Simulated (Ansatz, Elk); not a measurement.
# How far do independent atoms describe CdH3Pd?

The structure of CdH3Pd used here is made up (a known structure type with other elements) and was relaxed beforehand with PBEsol. The aim is the Fourier transform of its all-electron density, F(hkl), set beside the sum over free spherical atoms that refinements use.

Program: Elk 11.2.3 (patched build). Level of theory: DFT, PBE, all-electron APW+lo, Dirac cores, scalar-relativistic bands, static density, no spin. Results are calculated unless marked as measured.

The structure was built from a prototype and need not be the compound's stable phase.

### 1. The starting structure

The structure is cubic, space group Pm-3m (No. 221). The conventional cell has a = 3.613 Å, b = 3.613 Å, c = 3.613 Å, α = 90.00°, β = 90.00°, γ = 90.00°. Nearest to Cd lie 12 H at 2.55 Å. Nearest to Pd lie 6 H at 1.81 Å. H has 2 Pd at 1.81 Å nearest. Farther neighbours are not listed.

### 2. Ground state and structure factors

An all-electron density is needed, since X-rays see the cores too. Task 0 finds the density and task 195 Fourier-transforms it; tshift is off so that phases refer to the origin typed.

Contents of elk.in:

```
tasks
  0
  195

xctype
  20

spinpol
  .false.

rgkmax
  7.0

gmaxvr
  14.0

lmaxo
  7

lmaxapw
  8

swidth
  0.002

tshift
  .false.

ramdisk
  .false.

hmaxvr
  5.5

maxscl
  120

epspot
  1e-06

sppath
  './'

avec
  6.82677911887 -0.00000000000 -0.00000000000
  0.00000000000 6.82677911887 -0.00000000000
  -0.00000000000 -0.00000000000 6.82677911887

atoms
  3
  'Cd.in'
  1
  0.5000000000 0.5000000000 0.5000000000   0.000000 0.000000 0.000000
  'Pd.in'
  1
  -0.0000000000 -0.0000000000 0.0000000000   0.000000 0.000000 0.000000
  'H.in'
  3
  0.0000000000 0.0000000000 0.5000000000   0.000000 0.000000 0.000000
  -0.0000000000 0.5000000000 0.0000000000   0.000000 0.000000 0.000000
  0.5000000000 0.0000000000 0.0000000000   0.000000 0.000000 0.000000

ngridk
  6 6 6
```

Started as:

```sh
OMP_NUM_THREADS=4 elk
```

Numbers of over 12 decimals in the logs are rounded to 6 here.

The log of the run:

```text
┌─────────────────────────┐
│ Elk code version 11.2.3 │
└─────────────────────────┘

All units are atomic (Hartree, Bohr, etc.)

┌─────────────────────────────────────────────────┐
│ Ground-state run starting from atomic densities │
└─────────────────────────────────────────────────┘

Lattice vectors :
   6.826779119      -0.000000000      -0.000000000
   0.000000000       6.826779119      -0.000000000
  -0.000000000      -0.000000000       6.826779119

Reciprocal lattice vectors :
  0.9203733119       0.000000000       0.000000000
   0.000000000      0.9203733119       0.000000000
   0.000000000       0.000000000      0.9203733119

Unit cell volume      :    318.1614478
Brillouin zone volume :   0.7796362982

Muffin-tin inner radius fraction :   0.1000000000E-01

Nuclei treated as point charges

Species : 1 (Cd)
 parameters loaded from : Cd.in
 name : cadmium
 nuclear charge    :   -48.00000000
 electronic charge :    48.00000000
 atomic mass :    204912.7176
 muffin-tin radius :    2.600000000
 number of radial points in muffin-tin :   1193
 inner part over the whole radius :   0.9972693929E-02
 number on inner part of muffin-tin    :    850
 approximate nuclear radius :   0.8708852602E-04
 number of mesh points to nuclear radius :    426
 atomic positions (lattice), magnetic fields (Cartesian) :
  1 :   0.50000000  0.50000000  0.50000000    0.00000000  0.00000000  0.00000000

Species : 2 (Pd)
 parameters loaded from : Pd.in
 name : palladium
 nuclear charge    :   -46.00000000
 electronic charge :    46.00000000
 atomic mass :    193991.7927
 muffin-tin radius :    2.186203214
 number of radial points in muffin-tin :    993
 inner part over the whole radius :   0.9966599637E-02
 number on inner part of muffin-tin    :    704
 approximate nuclear radius :   0.8586907259E-04
 number of mesh points to nuclear radius :    357
 atomic positions (lattice), magnetic fields (Cartesian) :
  1 :   0.00000000  0.00000000  0.00000000    0.00000000  0.00000000  0.00000000

Species : 3 (H)
 parameters loaded from : H.in
 name : hydrogen
 nuclear charge    :   -1.000000000
 electronic charge :    1.000000000
 atomic mass :    1837.362221
 muffin-tin radius :    1.177186346
 number of radial points in muffin-tin :    393
 inner part over the whole radius :   0.9959266929E-02
 number on inner part of muffin-tin    :    257
 approximate nuclear radius :   0.2766748019E-04
 number of mesh points to nuclear radius :     79
 atomic positions (lattice), magnetic fields (Cartesian) :
  1 :   0.00000000  0.00000000  0.50000000    0.00000000  0.00000000  0.00000000
  2 :   0.00000000  0.50000000  0.00000000    0.00000000  0.00000000  0.00000000
  3 :   0.50000000  0.00000000  0.00000000    0.00000000  0.00000000  0.00000000

Total number of atoms per unit cell :    5
Total muffin-tin volume :    137.8901345
 ratio of muffin-tin to unit cell volume :   0.4333967408

Spin treatment :
 spin-unpolarised

Number of Bravais lattice symmetries :   48
Number of crystal symmetries         :   48
Crystal has inversion symmetry
Real symmetric eigensolver will be used

k-point grid :      6     6     6
k-point offset :    0.000000000       0.000000000       0.000000000
k-point set is reduced with full crystal symmetry group
Total number of k-points :       20

Muffin-tin radius times maximum |G+k| :    7.000000000
 using average radius
Maximum |G+k| for APW functions       :    4.207862517
Maximum (1/2)|G+k|²                   :    8.853053480
Maximum |G| for potential and density :    14.00000000
Constant for pseudocharge density :    9
 order of it for each species :   16  16  14
 order of it for pair densities of each species (exact exchange by exxq0 0: 17) :   16  16   4
Radial integration step length :    1

G-vector grid sizes :     32    32    32
Number of G-vectors :    14771

Maximum angular momentum used for
 APW functions            :    8
 outer part of muffin-tin :    7
 inner part of muffin-tin :    2

Total nuclear charge    :   -97.00000000
[...]
at k-point 5

Charges :
 core                        :    58.00000000
 valence                     :    39.00000000
 interstitial                :    5.374613863
 muffin-tins (core leakage)
  species : 1 (Cd)
   atom 1                    :    46.53322052     (  0.2512800888E-03)
  species : 2 (Pd)
   atom 1                    :    43.02764143     ( -0.4284424620E-06)
  species : 3 (H)
   atom 1                    :   0.6881747282     (   0.000000000    )
   atom 2                    :   0.6881747282     (   0.000000000    )
   atom 3                    :   0.6881747282     (   0.000000000    )
 total in muffin-tins        :    91.62538614
 total calculated charge     :    96.99865256
 total charge                :    97.00000000
 error                       :   0.1347440700E-02

RMS change in Kohn-Sham potential (target) :    79.13891196     (  0.1000000000E-05)
Absolute change in total energy (target)   :   0.1760267323     (  0.1000000000E-03)

[... loops 3 to 21 left out ...]

┌──────────────────┐
│ Loop number : 22 │
└──────────────────┘

Energies :
 Fermi                       :     0.301433
 sum of occupied eigenvalues :     -6375.1835498253
 electron kinetic            :      11139.339062560
 core electron kinetic       :      10779.557841227
 Coulomb                     :     -21484.093931732
 Coulomb potential           :     -17123.125837877
 nuclear-nuclear             :     -1192.9824393440
 electron-nuclear            :     -23484.713529814
 Hartree                     :      3193.6020374259
 Madelung                    :     -12922.531012794
 xc potential                :     -391.39677450896
 exchange                    :     -294.88570061903
 correlation                 :     -5.143846
 electron entropic           :    -0.54087666717945E-03
 total energy                :     -10644.784956322

Density of states at Fermi energy :    40.89456614
 (states/Hartree/unit cell)

Estimated indirect band gap :   0.2376259123E-02
 from k-point 19 to k-point 20
Estimated direct band gap   :   0.2258407901E-01
 at k-point 9

Charges :
 core                        :    58.00000000
 valence                     :    39.00000000
 interstitial                :    4.762645345
 muffin-tins (core leakage)
  species : 1 (Cd)
   atom 1                    :    46.49749366     (  0.2404915779E-03)
  species : 2 (Pd)
   atom 1                    :    44.00737313     ( -0.4401142384E-06)
  species : 3 (H)
[...]
total in muffin-tins        :    92.23735465
 total calculated charge     :    96.99881346
 total charge                :    97.00000000
 error                       :   0.1186535159E-02

RMS change in Kohn-Sham potential (target) :   0.8724891938E-06 (  0.1000000000E-05)
Absolute change in total energy (target)   :   0.2693050192E-06 (  0.1000000000E-03)

Convergence targets achieved

┌──────────────────┐
│ Loop number : 23 │
└──────────────────┘

Energies :
 Fermi                       :     0.301433
 sum of occupied eigenvalues :     -6375.1835494595
 electron kinetic            :      11139.339062689
 core electron kinetic       :      10779.557841351
 Coulomb                     :     -21484.093931606
 Coulomb potential           :     -17123.125837911
 nuclear-nuclear             :     -1192.9824393440
 electron-nuclear            :     -23484.713529519
 Hartree                     :      3193.6020372574
 Madelung                    :     -12922.531012650
 xc potential                :     -391.39677423799
 exchange                    :     -294.88570061218
 correlation                 :     -5.143846
 electron entropic           :    -0.54087666737687E-03
 total energy                :     -10644.784956060

Density of states at Fermi energy :    40.89456620
 (states/Hartree/unit cell)

Estimated indirect band gap :   0.2376258959E-02
 from k-point 19 to k-point 20
Estimated direct band gap   :   0.2258407872E-01
 at k-point 9

Charges :
 core                        :    58.00000000
 valence                     :    39.00000000
 interstitial                :    4.762645348
 muffin-tins (core leakage)
  species : 1 (Cd)
   atom 1                    :    46.49749366     (  0.2404915777E-03)
  species : 2 (Pd)
   atom 1                    :    44.00737312     ( -0.4401137303E-06)
  species : 3 (H)
   atom 1                    :   0.5774959574     (   0.000000000    )
   atom 2                    :   0.5774959574     (   0.000000000    )
   atom 3                    :   0.5774959574     (   0.000000000    )
 total in muffin-tins        :    92.23735465
 total calculated charge     :    96.99881346
 total charge                :    97.00000000
 error                       :   0.1186535159E-02

┌──────────────────────────────┐
│ Self-consistent loop stopped │
└──────────────────────────────┘

Warning : core states of species 1 leak from the muffin-tin :   0.2404915777E-03

Wrote STATE.OUT
```

Wall time 20 s (4 threads of Arm Neoverse V2, shared host); peak memory 0.16 GiB.

SFACRHO.OUT:

```text

h k l indices transformed by vhmat matrix:
   1.000000000       0.000000000       0.000000000    
   0.000000000       1.000000000       0.000000000    
   0.000000000       0.000000000       1.000000000    

      h      k      l  multipl.   |H|            Re(F)            Im(F)           |F|

      0      0      0      1   0.0000000       97.000000     -0.21336012E-17   97.000000    
     -1      0      0      6  0.92037331      -1.0221120      0.13449272E-13   1.0221120    
      0     -1      1     12   1.3016044       75.711161     -0.37843006E-14   75.711161    
     -1     -1      1      8   1.5941333      -3.2508456      0.11918659E-13   3.2508456    
     -2      0      0      6   1.8407466       68.068975     -0.22264052E-13   68.068975    
      1      0      2     24   2.0580173      -1.5255364     -0.46127127E-13   1.5255364    
      1      1      2     24   2.2544450       60.675468      0.40273707E-13   60.675468    
      0     -2      2     12   2.6032088       56.731291     -0.54215216E-14   56.731291    
     -1     -2      2     24   2.7611199      -1.2420944      0.21392729E-13   1.2420944    
      0     -3      0      6   2.7611199      -1.2378833      0.39360742E-13   1.2378833    
     -3      0      1     24   2.9104760       52.574091     -0.41267314E-13   52.574091    
     -3     -1     -1     24   3.0525329      -1.5076242      0.30523674E-13   1.5076242    
      2     -2      2      8   3.1882667       50.114748      0.16459737E-13   50.114748    
      2      3      0     24   3.3184532     -0.98806449     -0.28862030E-13  0.98806449    
     -1      2      3     48   3.4437216       47.438508      0.31174766E-13   47.438508    
      0      4      0      6   3.6814932       45.671187      0.29952851E-13   45.671187    
     -2      2      3     24   3.7947964     -0.81532599     -0.32230207E-13  0.81532599    
      4      0      1     24   3.7947964     -0.88509215     -0.26433160E-13  0.88509215
```

Elk indexes on the primitive cell of elk.in and gives |H| = 4π sin θ/λ in inverse bohr. Below, one row stands for each form hkl of the conventional cell (m members, Friedel mates merged), F is for one primitive cell and the density is static (no thermal factor). Free-atom factors are Waasmaier and Kirfel's, and R is Σm||F|−|F'||/Σm|F|.

```
hkl   m  sin θ/λ (Å⁻¹)  abs F, DFT  neutral atoms   diff.
100   6          0.138       1.022          0.876  +0.146
110  12          0.196      75.711         76.225  -0.513
111   8          0.240       3.251          2.844  +0.407
200   6          0.277      68.069         68.148  -0.079
210  24          0.309       1.526          1.471  +0.055
211  24          0.339      60.675         60.670  +0.005
220  12          0.392      56.731         56.559  +0.172
221  24          0.415       1.242          1.342  -0.100
300   6          0.415       1.238          1.342  -0.104
310  24          0.438      52.574         52.414  +0.160
311  24          0.459       1.508          1.586  -0.079
222   8          0.479      50.115         49.886  +0.228
320  24          0.499       0.988          1.109  -0.120
321  48          0.518      47.438         47.265  +0.174
400   6          0.554      45.671         45.572  +0.099
322  24          0.571       0.815          0.909  -0.094
410  24          0.571       0.885          0.909  -0.024
411  24          0.587      43.822         43.764  +0.057
```

### 3. The highest occupied states alone

An energy window below the Fermi level keeps the highest occupied states, to see at which angles they scatter; shallow core shells can lie inside it and anion s states outside. No new self-consistency is needed.

Changes to elk.in since step 2:

```diff
@@ -1,3 +1,2 @@
 tasks
-  0
   195
@@ -40,2 +39,5 @@
 
+wsfac
+  -0.066060 0.601430
+
 sppath
```

Started as:

```sh
OMP_NUM_THREADS=4 elk
```

The log of the run:

```text
┌─────────────────────────────────┐
│ Elk code version 11.2.3 started │
└─────────────────────────────────┘

Info(readinput): the functional depends on the density's gradient
 muffin-tin radial points multiplied by    2.00000
 (not where nrmtscf is given)

┌────────────────────┐
│ Current task : 195 │
└────────────────────┘
Info(checkmt): changed muffin-tin radius of species 2 (Pd) from   2.6000 to   2.1862
Info(checkmt): changed muffin-tin radius of species 3 (H) from   1.4000 to   1.1772

Info(sfacrho): density structure factors written to SFACRHO.OUT

 Energy window :  -0.6606000000E-01  0.6014300000

┌──────────────────┐
│ Elk code stopped │
└──────────────────┘
```

The job ended after 4.2 s (4 threads; peak memory 0.16 GiB).

States within 10 eV below the Fermi level hold 23.93 electrons; any levels below the window count with the cores, and a count that is not whole means the window cuts a band. Their amplitudes can exceed the total, where window and core parts have opposite phase:

```
hkl  sin θ/λ (Å⁻¹)  abs F, window  abs F, all
100          0.138          0.397       1.022
110          0.196          9.243      75.711
111          0.240          2.382       3.251
200          0.277          6.414      68.069
210          0.309          0.700       1.526
211          0.339          2.982      60.675
220          0.392          2.250      56.731
221          0.415          0.336       1.242
300          0.415          0.416       1.238
310          0.438          0.878      52.574
```

### 4. Another functional

The difference from free atoms is small, so it is set against the change that LDA (Perdew-Wang) makes.

Changes to elk.in since step 3:

```diff
@@ -1,2 +1,3 @@
 tasks
+  0
   195
@@ -4,3 +5,3 @@
 xctype
-  20
+  3
 
@@ -39,5 +40,2 @@
 
-wsfac
-  -0.066060 0.601430
-
 sppath
```

Started as:

```sh
OMP_NUM_THREADS=4 elk
```

The log of the run:

```text
┌─────────────────────────┐
│ Elk code version 11.2.3 │
└─────────────────────────┘

All units are atomic (Hartree, Bohr, etc.)

┌─────────────────────────────────────────────────┐
│ Ground-state run starting from atomic densities │
└─────────────────────────────────────────────────┘

Lattice vectors :
   6.826779119      -0.000000000      -0.000000000
   0.000000000       6.826779119      -0.000000000
  -0.000000000      -0.000000000       6.826779119

Reciprocal lattice vectors :
  0.9203733119       0.000000000       0.000000000
[...]
species : 2 (Pd)
   atom 1                    :    44.00811507     ( -0.1040069446E-04)
  species : 3 (H)
[...]
atom 2                    :   0.5572857106     (   0.000000000    )
   atom 3                    :   0.5572857106     (   0.000000000    )
 total in muffin-tins        :    92.20678581
 total calculated charge     :    96.99883256
 total charge                :    97.00000000
 error                       :   0.1167437425E-02

┌──────────────────────────────┐
│ Self-consistent loop stopped │
└──────────────────────────────┘

Warning : core states of species 1 leak from the muffin-tin :   0.2421259636E-03

Wrote STATE.OUT
[key lines of the parts left out:]
total energy                :     -10635.041895686
```

Wall time 11 s (4 threads); peak memory 0.16 GiB; 34 s of CPU time.

Against the first run R = 0.05 %; the largest change is -0.093 at 200.

### 5. A coarser k-mesh

About half the k-points along each axis test the sampling.

Changes to elk.in since step 4:

```diff
@@ -5,3 +5,3 @@
 xctype
-  3
+  20
 
@@ -63,2 +63,2 @@
 ngridk
-  6 6 6
+  3 3 3
```

Started as:

```sh
OMP_NUM_THREADS=4 elk
```

The log of the run:

```text
┌─────────────────────────┐
│ Elk code version 11.2.3 │
└─────────────────────────┘

All units are atomic (Hartree, Bohr, etc.)

┌─────────────────────────────────────────────────┐
│ Ground-state run starting from atomic densities │
└─────────────────────────────────────────────────┘

Lattice vectors :
   6.826779119      -0.000000000      -0.000000000
   0.000000000       6.826779119      -0.000000000
  -0.000000000      -0.000000000       6.826779119

Reciprocal lattice vectors :
  0.9203733119       0.000000000       0.000000000
[...]
species : 2 (Pd)
   atom 1                    :    43.99824350     ( -0.4399897051E-06)
  species : 3 (H)
[...]
atom 2                    :   0.5823675052     (   0.000000000    )
   atom 3                    :   0.5823675052     (   0.000000000    )
 total in muffin-tins        :    92.21548713
 total calculated charge     :    96.99882711
 total charge                :    97.00000000
 error                       :   0.1172887166E-02

┌──────────────────────────────┐
│ Self-consistent loop stopped │
└──────────────────────────────┘

Warning : core states of species 1 leak from the muffin-tin :   0.2398472829E-03

Wrote STATE.OUT
[key lines of the parts left out:]
total energy                :     -10644.788514372
```

Wall time 9.8 s (4 threads); peak memory 0.16 GiB; 21 s of CPU time.

Against the first run R = 0.02 %; the largest change is +0.028 at 200.

### 6. Settings against the effect

```
              run  R against the first run (%)  R against neutral atoms, low angle (%)  wall time
    PBE, rgkmax 7                         0.00                                    0.80       20 s
LDA (Perdew-Wang)                         0.05                                    0.82       11 s
     k-mesh 3×3×3                         0.02                                    0.80      9.8 s
```

### 7. Results

| Property | Result |
| --- | --- |
| R against neutral atoms, sin θ/λ < 0.3 Å⁻¹ | 0.80 % |
| R against neutral atoms, 0.3 to 0.82 Å⁻¹ | 0.30 % |

**Reading.** Independent neutral atoms miss the calculated amplitudes by R = 0.80 % below 0.3 Å⁻¹ and 0.30 % from there to 0.82 Å⁻¹; by shells, 14.31 % below 0.15 Å⁻¹ (1 form), 0.74 % 0.15 to 0.3 (3 forms), 0.30 % 0.3 to 0.45 (6 forms), 0.30 % above 0.45 (29 forms). Bonding, aspherical density and the tables' own atoms all enter these figures, and the runs don't part them. The largest change of an amplitude is -0.51 electrons, at 110. Weak lines can change much in proportion: 100 goes from 0.88 to 1.02. The window's part falls from 23.9 electrons at the origin to at most 0.66 between 0.45 and 0.82 Å⁻¹. Below 0.3 Å⁻¹ the changes that finished (LDA (Perdew-Wang) and k-mesh 3×3×3) move F by R = 0.10 % at most, against the 0.80 % that separates it from free atoms. The basis has no finished test. These runs have no spin, though d or f shells may be open. Part of the difference isn't bonding: the tables are fits to free atoms and ions calculated by other methods than this functional. Thermal motion, anomalous dispersion and extinction are left out.

[Logs are printed without paths, hosts, clocks, repeated set-up lines and the standing remarks that a program may print on its own settings, such as how far it seeks lower states.]

[Hosts, paths, dates, database ids (printed as entryN), source tags and the programs' standing remarks are cut or masked in the printed files.]
